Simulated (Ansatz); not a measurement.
# From r2SCAN to G0W0: CaTiN2 (Pmmn)

How far does one-shot GW move the r2SCAN gap of CaTiN2 (Pmmn)?

Calculated with Ansatz 0.2.0; r2SCAN, then G0W0 on it, plane waves, PAW.

## Step 1: The starting structure

Symmetry: Pmmn, No. 59, orthorhombic system. Conventional cell: a = 3.613 Å, b = 3.937 Å, c = 7.542 Å, α = 90.00°, β = 90.00°, γ = 90.00°. Nearest to Ca lie 7 N at 2.37 to 3.02 Å. Ti has 5 N at 1.84 to 2.03 Å nearest. N has 4 Ti at 2.02 to 2.03 Å and 2 Ca at 3.02 Å nearest. N has 1 Ti at 1.84 Å and 5 Ca at 2.37 to 2.67 Å nearest. Farther neighbours and most contacts between anions are not listed.

Structure file:

```cif
data_structure
_symmetry_space_group_name_H-M 'P 1'
_symmetry_Int_Tables_number 1
_cell_length_a 3.6131
_cell_length_b 3.9365
_cell_length_c 7.5421
_cell_angle_alpha 90.000
_cell_angle_beta 90.000
_cell_angle_gamma 90.000
_cell_volume 107.27
loop_
_atom_site_label
_atom_site_type_symbol
_atom_site_fract_x
_atom_site_fract_y
_atom_site_fract_z
_atom_site_occupancy
Ca1 Ca 0.00000 0.50000 0.84964 1
Ca2 Ca 0.50000 0.00000 0.15036 1
Ti3 Ti 0.00000 0.50000 0.40755 1
Ti4 Ti 0.50000 0.00000 0.59245 1
N5 N 0.50000 0.50000 0.52833 1
N6 N 0.00000 0.00000 0.47167 1
N7 N 0.00000 0.50000 0.16420 1
N8 N 0.50000 0.00000 0.83580 1
```

Geometry: measured cell, ions relaxed with r2SCAN. The runs that relaxed it are not among those shown. The default PAW set here is soft_2. Its files were made with PBE.

## Step 2: Bands along the symmetry lines

Levels along a band path and on the mesh show where this functional puts the band edges.

This step: DFT, r2SCAN, plane waves, PAW.

input.yaml reads:

```yaml
crystal:
  lattice:
    - [3.6131, 0.0, 0.0]
    - [0.0, 3.9365, 0.0]
    - [0.0, 0.0, 7.5421]
  atoms:
    - { symbol: Ca, position: [0.0, 0.5, 0.8496394539] }
    - { symbol: Ca, position: [0.5, 0.0, 0.1503605461] }
    - { symbol: Ti, position: [0.0, 0.5, 0.407547735] }
    - { symbol: Ti, position: [0.5, 0.0, 0.592452265] }
    - { symbol: "N", position: [0.5, 0.5, 0.5283250645] }
    - { symbol: "N", position: [0.0, 0.0, 0.4716749355] }
    - { symbol: "N", position: [0.0, 0.5, 0.1641950872] }
    - { symbol: "N", position: [0.5, 0.0, 0.8358049128] }
kpoints:
  mp_grid: { grid: [6, 6, 4] }
  band_path:
    path:
      - [[0.0, 0.0, 0.0], [0.5, 0.0, 0.0], [0.5, 0.5, 0.0], [0.0, 0.5, 0.0], [0.0, 0.0, 0.0], [0.0, 0.0, 0.5], [0.5, 0.0, 0.5], [0.5, 0.5, 0.5], [0.0, 0.5, 0.5], [0.0, 0.0, 0.5]]
      - [[0.5, 0.0, 0.0], [0.5, 0.0, 0.5]]
      - [[0.0, 0.5, 0.0], [0.0, 0.5, 0.5]]
      - [[0.5, 0.5, 0.0], [0.5, 0.5, 0.5]]
    npoints: 10
hamiltonian:
  xc: r2scan
scf:
  occupations: { method: fermi_dirac, width: 0.02 }
  n_extra_bands: 6
output:
  eigenvalues: true
  write_density: true
  write_potential: true
  elf: true
  volumetric_format: npy
```

The run is started by

```bash
$ ansatz run input.yaml --threads 3 --pin off --max-ram 64512MiB --backend cuda --events-out ev --progress --plain --runs-dir out --devices 1 --max-vram 24GiB  # rebuilt from the run's record
```

Numbers of over 12 decimals in the logs are rounded to 6 here.

Output:

```text
scf.n_extra_bands = 6 over 32 filled bands (N_el = 64.0): the run solves 38 bands
GPUs: using 1 of 1 available (devices: 1).
Engine: ansatz 0.2.0, x86_64-unknown-linux-gnu
Pseudopotentials: kind: paw
Pseudopotential: Ca, paw, valence charge 10, recommended cutoff 500 eV (meta_gga), Ca.paw.azcp
Pseudopotential: Ti, paw, valence charge 12, recommended cutoff 500 eV (meta_gga), Ti.paw.azcp
Pseudopotential: N, paw, valence charge 5, recommended cutoff 500 eV (meta_gga), N.paw.azcp
Functional definition: r2SCAN
  parameter k0 = 0.174
  parameter k1 = 0.065
  parameter a1 = 4.9479
  exchange = r2scan_x(k0 = k0, k1 = k1, a1 = a1)
  correlation = r2scan_c
device memory: the entry about to start is reckoned to put 4.4 GiB on a device that reports 70.8 GiB free (of which the cap on the GPU budget leaves the run 24.0 GiB)
GPU FFT provider: cuFFT
GPU libraries: cuBLAS 13.8.2, cuFFT 12.4.0, cuSOLVER 12.3.4
Crystal: 8 atoms, lattice volume = 107.271 Å³
Basis set: ecut = 500 eV, 2729 PW (Γ), exchange–correlation on 108×120×240 points (64 copies of the dense FFT grid, shifted against one another)
Bands: 38, of which v1, the nominal top of the filled ones, is band 32 counted from 1 (31 counted from 0)
Symmetry: 8 space group operations
Space group: Pmmn (ITA 59), of the structure as read, at distance tolerance 4.8e-5 Å
k-points: 48 of 144
Non-local potential: Ca, projectors of the file, l = 0: 3, l = 1: 2, l = 2: 2
Non-local potential: Ti, projectors of the file, l = 0: 3, l = 1: 2, l = 2: 3, l = 3: 1
Non-local potential: N, projectors of the file, l = 0: 2, l = 1: 2, l = 2: 1
PAW form: soft (Blöchl's): semilocal exchange-correlation on the pseudo side does not see the compensation charge
PAW frozen core: Ca, regenerated for the run's functional (the file was generated under x = pbe(κ = 0.804, μ = 0.219515), c = pbe(β = 0.066725))
PAW frozen core: Ti, regenerated for the run's functional (the file was generated under x = pbe(κ = 0.804, μ = 0.219515), c = pbe(β = 0.066725))
PAW frozen core: N, regenerated for the run's functional (the file was generated under x = pbe(κ = 0.804, μ = 0.219515), c = pbe(β = 0.066725))
PAW one-centre angular grid: Ca, 302 points (default); XC on 160 Gauss nodes
PAW one-centre angular grid: Ti, 590 points (default); XC on 160 Gauss nodes
PAW one-centre angular grid: N, 302 points (default); XC on 160 Gauss nodes
Initial density: superposition of atomic densities (neutral atoms: chi_scale 0, normalization atom), corrected by the library's trained network
Initial wavefunctions: pseudopotential atomic-orbital guess
GPU buffer pool allocated for 48600 grid points (all kernels)
GPU transforms: local potential and band sums: pruned to the plane-wave sphere, on 27×30×60
Functional: x = r2scan, c = r2scan; τ floored in thin density (d = 2e-4 eV/Å³)
SCF iter   1: F=—  HF=-10204.295987 eV  |F-HF|=—  |Δ(HF+E_count)|=         —  Δρ=1.75e-2  dr2=4.29e-1  dr2_τ=4.80e-1  ethr=1.77e-3  ⟨swp⟩=9.6  Hψ=9105  notcnv=0
preconditioner: auto → Resta (q_TF=auto, 2.503 Å⁻¹)  ε∞=4.3  [insulator: Δε(μ)=1.353 eV  Ē_g=13.153 eV  σ=0.020 eV  W_gap=1.00  n_scr=38 (ndim 8)  ℏωp=23.8 eV  f_vac=0.000  D(μ)=0.00/eV (n_scr^D=0)  ε∞_Penn≈4.3]
SCF iter   2: F=—  HF=-10204.499544 eV  |F-HF|=—  |Δ(HF+E_count)|=   2.04e-1  Δρ=9.81e-3  dr2=1.07e-1  dr2_τ=2.40e-2  ethr=6.70e-4  ⟨swp⟩=3.0  Hψ=3844  notcnv=0  defer=96
SCF iter   3: F=—  HF=-10204.487318 eV  |F-HF|=—  |Δ(HF+E_count)|=   1.22e-2  Δρ=3.77e-3  dr2=1.03e-2  dr2_τ=5.80e-4  ethr=1.67e-4  ⟨swp⟩=2.4  Hψ=2524  notcnv=0  defer=96
SCF iter   4: F=—  HF=-10204.487023 eV  |F-HF|=—  |Δ(HF+E_count)|=   2.95e-4  Δρ=1.50e-3  dr2=3.01e-3  dr2_τ=3.83e-4  ethr=1.60e-5  ⟨swp⟩=2.1  Hψ=2837  notcnv=0  defer=96
SCF iter   5: F=—  HF=-10204.486611 eV  |F-HF|=—  |Δ(HF+E_count)|=   4.12e-4  Δρ=4.72e-4  dr2=2.23e-4  dr2_τ=2.43e-5  ethr=4.70e-6  ⟨swp⟩=2.0  Hψ=2399  notcnv=0  defer=96
SCF iter   6: F=—  HF=-10204.486603 eV  |F-HF|=—  |Δ(HF+E_count)|=   8.77e-6  Δρ=1.60e-4  dr2=3.54e-5  dr2_τ=4.23e-6  ethr=3.49e-7  ⟨swp⟩=2.0  Hψ=2496  notcnv=0  defer=96
SCF iter   7: F=—  HF=-10204.486741 eV  |F-HF|=—  |Δ(HF+E_count)|=   1.38e-4  Δρ=5.91e-5  dr2=5.35e-6  dr2_τ=1.49e-7  ethr=5.53e-8  ⟨swp⟩=2.0  Hψ=2468  notcnv=0  defer=96
SCF iter   8: F=-10204.486741 eV  HF=-10204.486741 eV  |F-HF|=2.67e-8  |Δ(HF+E_count)|=   1.09e-7  Δρ=8.50e-6  dr2=9.62e-8  dr2_τ=4.85e-9  ethr=1.56e-10  ⟨swp⟩=7.8  Hψ=6503  notcnv=0
SCF 1 converged in 8 iterations: F = -10204.486741 eV  dr2 = 9.62e-8
  greatest PAW one-centre occupation: 1.001 electrons in one spin orbital (limit 2), on the Ti atom at site 2 (counted from 0), in its partial waves of l = 1
device memory: the entry about to start is reckoned to put 5.9 GiB on a device that reports 70.8 GiB free (of which the cap on the GPU budget leaves the run 24.0 GiB)
NSCF: frozen V_eff on 124 k-points, pencils in batches of 32, up to order 168
SCF converged after 8 iterations
Free energy (F): -10204.486741 eV
Harris-Foulkes:  -10204.486741 eV  (|F-HF|=2.67e-8)
Internal energy: -10204.486741 eV  (E = F + TS)
E sigma→0 (E₀):  -10204.486741 eV
Fermi energy:    10.335662 eV
--- Per-component energies (eV) ---
  E_band       = -602.148359
  E_kinetic    = 1631.415871
  E_local      = -4414.742139  (includes V_loc(G=0)·N_el)
  E_nonlocal   = 314.229715
  E_hartree    = 1681.111027
  E_xc         = -704.012901
  E_vxc        = -1000.687642  (∫ρ·V_xc dr)
  E_paw        = -4353.303733  (= ΣΔE_a)
  E_vpaw       = -556.442224  (= ΣTr[D̂ρ^β])
  E_aug_tail   = 0.000253  (compensation charges beyond the density's cutoff)
  E_vtau       = 61.847130  (kinetic-family band-sum trace: ∫τ·v_τ [+ j·A + Jᵃ·Aᵃ] dr)
  E_ewald      = -4358.118332
  E_core_change = -1.066503  (= ΣΔE_core)
  E_smearing   = -0.000000  (= −TS)
  E_closure    = 0.000000  (closes the sum)
  Σ components = -10204.486741   (vs F -10204.486741, Δ=0.00e0)
--- Band table (eV; the first three rows and the last of 48) ---
  k-point 0: bands = [... 28 lower, 8.5654, 9.0878, 9.6914, 9.8113, 10.8859, 12.6399, 13.1589, 13.4756, ... 2 higher]
  k-point 1: bands = [... 28 lower, 8.6501, 9.1225, 9.6688, 9.6975, 10.8876, 12.7832, 13.0972, 13.1506, ... 2 higher]
  k-point 2: bands = [... 28 lower, 8.7125, 9.1788, 9.5648, 9.6438, 10.8893, 12.8992, 12.9958, 13.1424, ... 2 higher]
  k-point 47: bands = [... 28 lower, 8.1636, 8.1636, 8.8882, 8.8882, 12.5778, 12.5778, 12.6509, 12.6509, ... 2 higher]
```

The job ended after 3 s (1 × NVIDIA H100 80GB HBM3 (shared by 3 runs) with 3 threads of AMD EPYC 7R13 (Zen 3), shared host; peak memory 1.2 GiB; 4.5 s of CPU time).

Reading the cycles: dr2 is the Hartree energy of the density residual (eV), the measure of convergence; HF is the Harris–Foulkes estimate of the energy, which meets the free energy F at convergence.

Numbers from this step:

- filled bands: 32
- gap: 1.075 eV
- valence top at: Γ
- conduction bottom at: Γ
- least direct gap: 1.075 eV

Over mesh and path the gap is 1.075 eV, direct, at k = Γ.

Electronic bands along the path, in eV, zero at the top of the highest nominally filled band:

```tsv
point	band 29	band 30	band 31	band 32	band 33	band 34	band 35	band 36
Γ	-1.25	-0.72	-0.12	0.00	1.07	2.83	3.35	3.66
halfway	-1.57	-1.54	-1.30	-0.89	2.40	3.19	3.28	3.63
X	-1.77	-1.77	-1.70	-1.70	2.52	2.52	3.17	3.17
halfway	-1.64	-1.64	-0.86	-0.86	2.60	2.60	2.76	2.76
S	-1.65	-1.65	-0.44	-0.44	2.37	2.37	2.40	2.40
halfway	-1.62	-1.62	-0.90	-0.90	2.39	2.39	3.46	3.46
Y	-1.45	-1.45	-1.11	-1.11	3.11	3.11	3.21	3.21
halfway	-1.50	-1.04	-0.95	-0.69	2.28	2.92	3.12	3.31
Γ	-1.25	-0.72	-0.12	0.00	1.07	2.83	3.35	3.66
halfway	-1.16	-0.69	-0.14	-0.11	1.08	2.97	3.29	3.34
Z	-1.10	-0.63	-0.25	-0.17	1.08	3.09	3.18	3.33
halfway	-1.48	-1.45	-1.41	-0.97	2.39	3.32	3.38	3.47
U	-1.79	-1.79	-1.53	-1.53	2.50	2.50	3.21	3.21
halfway	-1.59	-1.59	-1.11	-1.11	2.62	2.62	2.94	2.94
R	-1.65	-1.65	-0.92	-0.92	2.77	2.77	2.84	2.84
halfway	-1.58	-1.58	-1.44	-1.44	2.95	2.95	3.33	3.33
T	-1.79	-1.79	-1.16	-1.16	3.29	3.29	3.31	3.31
halfway	-1.61	-1.21	-0.92	-0.83	2.27	2.44	3.40	3.72
Z	-1.10	-0.63	-0.25	-0.17	1.08	3.09	3.18	3.33
jump to X	-1.77	-1.77	-1.70	-1.70	2.52	2.52	3.17	3.17
halfway	-1.78	-1.78	-1.58	-1.58	2.51	2.51	3.19	3.19
U	-1.79	-1.79	-1.53	-1.53	2.50	2.50	3.21	3.21
jump to Y	-1.45	-1.45	-1.11	-1.11	3.11	3.11	3.21	3.21
halfway	-1.60	-1.60	-1.14	-1.14	3.22	3.22	3.25	3.25
T	-1.79	-1.79	-1.16	-1.16	3.29	3.29	3.31	3.31
jump to S	-1.65	-1.65	-0.44	-0.44	2.37	2.37	2.40	2.40
```

Valence density in the ac plane at fractional y = 0.000, with atoms of Ca and Ti and N within 0.2 Å of it. It is the smooth field of the valence electrons, not physical close to the nuclei.

Ten even steps from '_' (0.0 e/Å³) to '@' (9.9 e/Å³), each cell a mean:
```
____________________________
____________......__________
__________..::--::..________
__________::------..________
__________..----::..________
__________........__________
____________....____________
__________..::--::..________
________..==##%%**--________
________..++@@@@%%==..______
....____..--##%%**::____....
--::..____..::--::..____..::
----..________________..::--
::::..__________________..::
..________________________..
____________________________
____________________________
____________....____________
__________..----::..________
________..--++**++::..______
________..--++**++::..______
__________::--==--..________
____________......__________
____________________________
```
Columns run along a (3.6 Å), rows up along c (7.5 Å). Atoms in or near the plane, at fractional coordinates: Ca at (0.50, 0.15), Ti at (0.50, 0.59), N at (0.00, 0.47), N at (0.50, 0.84).

Electrostatic potential energy in the ac plane at fractional y = 0.000, with atoms of Ca and Ti and N within 0.2 Å of it. With pseudopotentials it is smooth inside the atoms' cores, unlike the true potential.

Ten even steps from '_' (-54 eV) to '@' (14 eV), each cell a mean:
```
@@@@@@@@@@@@@@@@@@@@@@@@@@@@
@@@@@@@@@@@@####%%@@@@@@@@@@
@@@@@@@@@@**::..--##@@@@@@@@
@@@@@@@@%%==____..++@@@@@@@@
@@@@@@@@%%++..__::**@@@@@@@@
@@@@@@@@@@%%**++##%%@@@@@@@@
@@@@@@@@@@%%######%%@@@@@@@@
@@@@@@%%##**++==++**%%@@@@@@
@@@@@@%%**==------==**%%@@@@
@@@@@@##++==------==**%%@@@@
++**%%%%**==----====**%%%%**
__::**%%##**++==++**%%%%++..
__..++%%@@%%####%%%%@@%%==__
..--##@@@@@@@@@@@@@@@@%%**::
##%%@@@@@@@@@@@@@@@@@@@@@@%%
@@@@@@@@@@@@@@@@@@@@@@@@@@@@
@@@@@@@@@@%%%%%%%%@@@@@@@@@@
@@@@@@@@%%##******##%%@@@@@@
@@@@@@%%##==::::--++##%%@@@@
@@@@@@%%++::______--**%%@@@@
@@@@@@##++::______--**%%@@@@
@@@@@@%%**==::..::++##%%@@@@
@@@@@@@@%%##**++**##%%@@@@@@
@@@@@@@@@@%%%%%%%%@@@@@@@@@@
```
Columns run along a (3.6 Å; values clipped at the 3rd and 97th percentile), rows up along c (7.5 Å). Atoms in or near the plane, at fractional coordinates: Ca at (0.50, 0.15), Ti at (0.50, 0.59), N at (0.00, 0.47), N at (0.50, 0.84).

(Continued in part 2 of 2.)

[Paths, hosts, dates, memory and timing lines, banners, echoed tables and standing remarks are left out of the program output.]

[Logs are printed without paths, hosts, clocks, repeated set-up lines and the standing remarks that a program may print on its own settings, such as how far it seeks lower states.]

[Runs of the session that timed out or met a known fault of the program may be left out.]

[Cells called generated may have been cut or substituted from an entry of the Crystallography Open Database or the Materials Project.]

[Hosts, paths, dates, database ids (printed as entryN), source tags and the programs' standing remarks are cut or masked in the printed files.]

[Where an RPA ε∞ is given, it is that of the G0W0 mesh and is not shown converged in it. Names of k-points follow the symmetry that the program found, which can be lower than the space group named. Band edges on a path are those of the sampled points; other points can move an edge, and change direct to indirect where valleys lie close.]

[Hybrid gaps are those of their k-mesh and are not shown converged in it.]
